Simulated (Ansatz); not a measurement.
# TaInS3 (model cell, started as cubic perovskite with Ta in the octahedra): a soft mode frozen in, part 3 of 3

Which phase does TaInS3 (model cell, started as cubic perovskite with Ta in the octahedra) fall into along its unstable mode, and how much energy does it gain?

Ansatz 0.2.0; DFT PBE, scalar-relativistic, plane waves, PAW; PAW set soft_1.

So far. Step 5 (Energy along the mode, all amplitudes (two of the runs …): The lowest of the steps tried is the last one, at 0.6 Å, 28.5 meV/atom below the parent; the bottom of the well need not coincide with a step. Step 7 (The new phase in its own primitive cell): The largest force component left is 0.12 meV/Å and the pressure is -0.001 GPa, within the tolerances set. The cell now holds 21.75 Å³/atom. The relaxed cell has a = 6.642, c = 9.861 Å (conventional setting).

The structure was built from a prototype and need not be the compound's stable phase.

### Step 8. Modes of the new phase

A relaxed structure may still be a saddle point, so its zone-centre modes are computed. No field response is asked, since the mesh shows no gap.

input.yaml

```yaml
crystal:
  lattice:
    - [-3.3208438393, 3.3208438393, 4.9305780863]
    - [3.3208438393, -3.3208438393, 4.9305780863]
    - [3.3208438393, 3.3208438393, -4.9305780863]
  atoms:
    - { symbol: In, position: [0.75, 0.25, 0.5] }
    - { symbol: In, position: [0.25, 0.75, 0.5] }
    - { symbol: Ta, position: [0.0, 0.0, 0.0] }
    - { symbol: Ta, position: [0.5, 0.5, 0.0] }
    - { symbol: S, position: [0.6804023289, 0.1804023289, 0.8608046578] }
    - { symbol: S, position: [0.3195976711, 0.8195976711, 0.1391953422] }
    - { symbol: S, position: [0.25, 0.25, 0.0] }
    - { symbol: S, position: [0.75, 0.75, 0.0] }
    - { symbol: S, position: [0.1804023289, 0.3195976711, 0.5] }
    - { symbol: S, position: [0.8195976711, 0.6804023289, 0.5] }
kpoints:
  mp_grid: { grid: [8, 8, 8] }
hamiltonian:
  xc: pbe
  pseudopotentials: { kind: paw, azcp: { folder: soft_1 } }
scf:
  occupations: { method: methfessel_paxton, width: 0.2 }
output:
  eigenvalues: true
phonons:
  method: dfpt
```

Command:

```bash
> ansatz run input.yaml --threads 4 --pin off --max-ram 16384MiB --backend cpu --events-out ev --progress --plain --runs-dir out
```

Numbers of over 12 decimals in the logs are rounded to 6 here.

The log of the run:

```text
[...]
Crystal: 10 atoms, lattice volume = 217.498 Å³
Basis set: ecut = 420 eV, 4249 PW (Γ), exchange–correlation on 96×96×96 points (8 copies of the dense FFT grid, shifted against one another)
Bands: 54, of which v1, the nominal top of the filled ones, is band 44 counted from 1 (43 counted from 0)
Symmetry: 16 space group operations
k-points: 260 of 512 (irreducible under 1 space group operation, time reversal used)
[...]
SCF iter   1: F=—  HF=-36481.303632 eV  |F-HF|=—  |Δ(HF+E_count)|=         —  Δρ=2.68e-2  dr2=1.65e0  ethr=3.10e-3  ⟨swp⟩=6.3  Hψ=56184  notcnv=0
[...]
SCF iter  12: F=-36480.926581 eV  HF=-36480.926581 eV  |F-HF|=1.46e-11  |Δ(HF+E_count)|=  5.82e-11  S|Δr|=    0.00e0  Δρ=3.59e-8  dr2=4.03e-12  ethr=1.00e-12  ⟨swp⟩=13.1  Hψ=88276  notcnv=0
SCF 1 converged in 12 iterations: F = -36480.926581 eV  dr2 = 4.03e-12
[...]
DFPT response loops at Γ: preconditioner auto → Kerker (q_TF=auto, 2.346 Å⁻¹) (partly filled bands, converged f_vac=0.000); β = 1.00, the filter's whole step (`scf.mixing.beta` (0.50) is not read by the response loops under this deck's `scf.mixing.preconditioner`; to damp them name `kerker` or `kerker_dos`, under which they read `scf.mixing.beta`, and type it under 1.00, their step now; both keys bind the ground state too); Broyden in place of MSR1
SCF converged after 12 iterations
[...]
Free energy (F): -36480.926581 eV
[...]
Internal energy: -36480.925452 eV  (E = F + TS)
E sigma→0 (E₀):  -36480.926299 eV
Entropy (-TS):   -0.001129 eV (-0.113 meV/atom)
Fermi energy:    8.659452 eV
[...]
--- Band table (eV; the first three rows and the last of 260) ---
  k-point 0: bands = [... 40 lower, 7.6236, 7.8165, 7.8165, 8.3699, 8.4133, 8.7040, 8.7040, 9.4548, ... 6 higher]
  k-point 1: bands = [... 40 lower, 7.5935, 7.7311, 7.9921, 8.3243, 8.5904, 9.0175, 9.1135, 9.7237, ... 6 higher]
  k-point 2: bands = [... 40 lower, 7.3499, 7.7939, 8.2556, 8.3121, 8.3245, 9.7223, 9.7370, 9.8213, ... 6 higher]
  k-point 259: bands = [... 40 lower, 7.0585, 7.8132, 7.8132, 8.3820, 9.1530, 9.7044, 10.2605, 10.2605, ... 6 higher]
--- Phonons (Γ-DFPT): 8 representative perturbations + reference, on 260 of 512 k-points (Σ response iterations 26) ---
  k mesh reduced under 1 symmetry operation, with k and −k counted as one. Each operation leaves every solved perturbation unchanged. A smaller set is not used because it would not reduce the number of displacements times k-points to solve
  ASR residual: 8.100e-5 → 0.000e0 eV/Å²; symmetrization residual: 2.260e-5 eV/Å²
  ASR residual per site (eV/Å²): 6.81e-5 6.81e-5 8.10e-5 8.10e-5 4.45e-5 4.45e-5 5.15e-5 5.15e-5 4.45e-5 4.45e-5
  Γ frequencies (cm⁻¹): -78.21 -78.21 0.00 0.00 0.00 22.33 40.41 40.41 52.27 52.27 69.16 89.50 95.27 95.27 133.99 140.24 140.39 140.39 159.82 164.07 164.07 201.17 202.66 202.66 271.33 277.97 277.97 278.14 313.42 449.64
  non-analytic LO–TO correction: not included (Born effective charges unavailable; polar crystals: no LO–TO splitting at Γ)
```

Wall time 15 min (4 threads of Arm Neoverse V1, shared host); peak memory 8.2 GiB.

This step gave:

```
sum-rule residual before enforcement                    : 8.10e-5 eV/Å²
point group                                             : 4/mmm
highest optical mode at the zone centre (no LO-TO term) : 449.6 cm⁻¹
lowest optical zone-centre mode                         : -78.21 cm⁻¹
```

Patterns of degenerate modes are one choice out of their space. The modes at Γ (shares of kinetic energy by element, %) (negative means imaginary):

```
mode  frequency (cm⁻¹)  symmetry  In %  Ta %  S %
   1             -78.2        Eg    14     0   86
   2             -78.2        Eg    14     0   86
   3               0.0  acoustic    29    46   25
   4               0.0  acoustic    29    46   25
   5               0.0  acoustic    29    46   25
   6              22.3       A2u    25    54   21
   7              40.4        Eu    68    13   19
   8              40.4        Eu    68    13   19
   9              52.3        Eg    86     0   14
  10              52.3        Eg    86     0   14
  11              69.2       B2g   100     0    0
  12              89.5       A2u    45     0   55
  13              95.3        Eu     1    44   55
  14              95.3        Eu     1    44   55
  15             134.0       A1u     0   100    0
  16             140.2       B1u     0     0  100
  17             140.4        Eu     2    19   79
  18             140.4        Eu     2    19   79
  19             159.8       A1g     0     0  100
  20             164.1        Eu     0    77   23
  21             164.1        Eu     0    77   23
  22             201.2       B2g     0     0  100
  23             202.7        Eg     0     0  100
  24             202.7        Eg     0     0  100
  25             271.3       A2g     0     0  100
  26             278.0        Eu     0     2   98
  27             278.0        Eu     0     2   98
  28             278.1       A2u     0     0  100
  29             313.4       B1g     0     0  100
  30             449.6       A2g     0     0  100
```

Displacements in mode 1 (-78.2 cm⁻¹), the largest set to 1:
```
In1  0.00  0.27  0.00
In2  0.00 -0.27  0.00
Ta3  0.00  0.00  0.00
Ta4  0.00  0.00  0.00
S5   0.00  0.00 -0.56
S6   0.00  0.00  0.56
S7   0.01 -1.00  0.00
S8  -0.01  1.00  0.00
S9   0.00  0.00  0.55
S10  0.00  0.00 -0.55
```

Displacements in mode 23 (202.7 cm⁻¹), the largest set to 1:
```
In1  0.00 -0.03  0.00
In2  0.00  0.03  0.00
Ta3  0.00  0.00  0.00
Ta4  0.00  0.00  0.00
S5   0.00  0.00 -0.92
S6   0.00  0.00  0.92
S7   0.01  1.00  0.00
S8  -0.01 -1.00  0.00
S9   0.00  0.00  0.94
S10  0.00  0.00 -0.94
```

Before it was imposed, the acoustic sum rule was missed by 8.1e-5 eV/Å². Small misses are needed for a sound result but don't prove that mesh and cutoff are converged. The lowest optical mode is imaginary, 78.2i cm⁻¹, so the energy falls along it.

### Step 9. Outcome

```json
{
 "unstable mode of the parent": "q = (-0.5, -0.5, -0.5), 95i cm⁻¹",
 "depth at the lowest point sampled": "28.5 meV/atom",
 "largest atomic shift at that point": "0.6 Å",
 "space group reached (within 0.01 Å)": "I4/mcm",
 "energy gained over the parent (first relaxation, on the mesh of the frozen mode)": "46.9 meV/atom",
 "volume per atom, phase reached": "21.7 Å³",
 "lowest optical zone-centre mode, phase reached": "-78.2 cm⁻¹",
 "highest optical mode at the zone centre (no LO-TO term), phase reached": "450 cm⁻¹"
}
```

Along this mode the structure falls into I4/mcm, 46.9 meV/atom below the parent. At the parent's cell the well is 28.48 meV/atom deep on the steps tried, with its lowest point at a shift of 0.6 Å. That is the last step tried, so the steps alone don't bracket the bottom of the well. Relaxing atoms and cell changes the gain by +18.43 meV/atom against the lowest step (energies at zero smearing). The new phase still has an imaginary mode at the zone centre of its cell, so it is a saddle point on the way to a lower structure. Of the 6 patterns followed to their end from this parent, this one ends 34.0 meV/atom above the lowest, R-3c. Each path keeps the symmetry of its pattern, so a lower phase may lie along a pattern not tried. With no gap, or one that is small against the smearing, the frequencies hang on the k mesh and the smearing, most of all near Kohn anomalies. A semilocal functional can close a gap that the real compound would have, so the metallic treatment may be an artefact of the level. Spin-orbit coupling is left out, which can matter for the heavy elements here. The starting cell was built on a prototype and not taken from a measurement, so the phase need not exist.

[Logs are printed without paths, hosts, clocks, repeated set-up lines and the standing remarks that a program may print on its own settings, such as how far it seeks lower states.]

[Hosts, paths, dates, database ids (printed as entryN), source tags and the programs' standing remarks are cut or masked in the printed files.]
